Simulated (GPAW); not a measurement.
**BN (F-43m): refractive index against wavelength**

The refractive index of BN (F-43m) below the direct gap (8.66 eV on the mesh) is read from one computed spectrum, n = √(Re ε).

Symmetry: F-43m, No. 216, cubic system. The conventional cell has a = 3.615 Å, b = 3.615 Å, c = 3.615 Å, α = 90.00°, β = 90.00°, γ = 90.00°. N on site c is surrounded by 4 B at 1.57 Å. B on site a is surrounded by 4 N at 1.57 Å.

Method: GPAW 26.7.0, LDA, RPA, k-mesh 16×16×16, local fields up to 50 eV, Lorentzian half width 0.15 eV.

Launch of the response step: `OMP_NUM_THREADS=1 python df.py`. The run took 17 s, its band step included, on 1 thread of Arm Neoverse V1 (shared host).

| wavelength (nm) | photon energy E (eV) | n |
| --- | --- | --- |
| 532 | 2.331 | 2.1698 |
| 450 | 2.755 | 2.1826 |
| 405 | 3.061 | 2.1933 |
| 365 | 3.397 | 2.2069 |
| 308 | 4.025 | 2.2374 |
| 266 | 4.661 | ? |
| 248 | 4.999 | 2.3013 |

In the single-oscillator model n² − 1 = E₀E_d/(E₀² − E²), so 1/(n² − 1) = E₀/E_d − E²/(E₀E_d) is linear in E².

Working, on the rows shown:

| x = E² (eV²) | y = 1/(n² − 1) |
| --- | --- |
| 5.43137 | 0.269685 |
| 7.59115 | 0.265693 |
| 9.37179 | 0.262428 |
| 11.5384 | 0.258371 |
| 16.2043 | 0.249628 |
| 24.9936 | 0.232776 |

Means: x̄ = 12.522, ȳ = 0.25643. Σ(x − x̄)(y − ȳ) = -0.4805, Σ(x − x̄)² = 254.6. Slope = -0.4805 / 254.6 = -0.001887; intercept = ȳ − slope · x̄ = 0.28006. Turned back into n, the line misses the rows shown by at most 0.00053.

Question: Fill in the last column of the withheld row.

Answer: At x = 21.725 the line gives y = 0.23906, that is 2.2766. The run gave 2.2765, so the interpolation is off by 0.00014, 0.1 % of the range in the table.

Refitted with all rows, the slope is -0.001887 and the intercept 0.28006. These give E₀ = √(intercept/−slope) = 12.18 eV and E_d = E₀/intercept = 43.5 eV; E₀ is 1.4 times the direct gap. The electronic limit at long wavelengths, without lattice vibrations, is n = √(1 + 1/intercept) = 2.138. Excitons are left out; LDA gaps are as a rule too small. The values come from a sum over the points of one k-mesh and carry its error, which grows as the direct gap shrinks. The local-field cutoff holds few shells of reciprocal vectors for this small cell, so ε∞ can read a few per cent high.
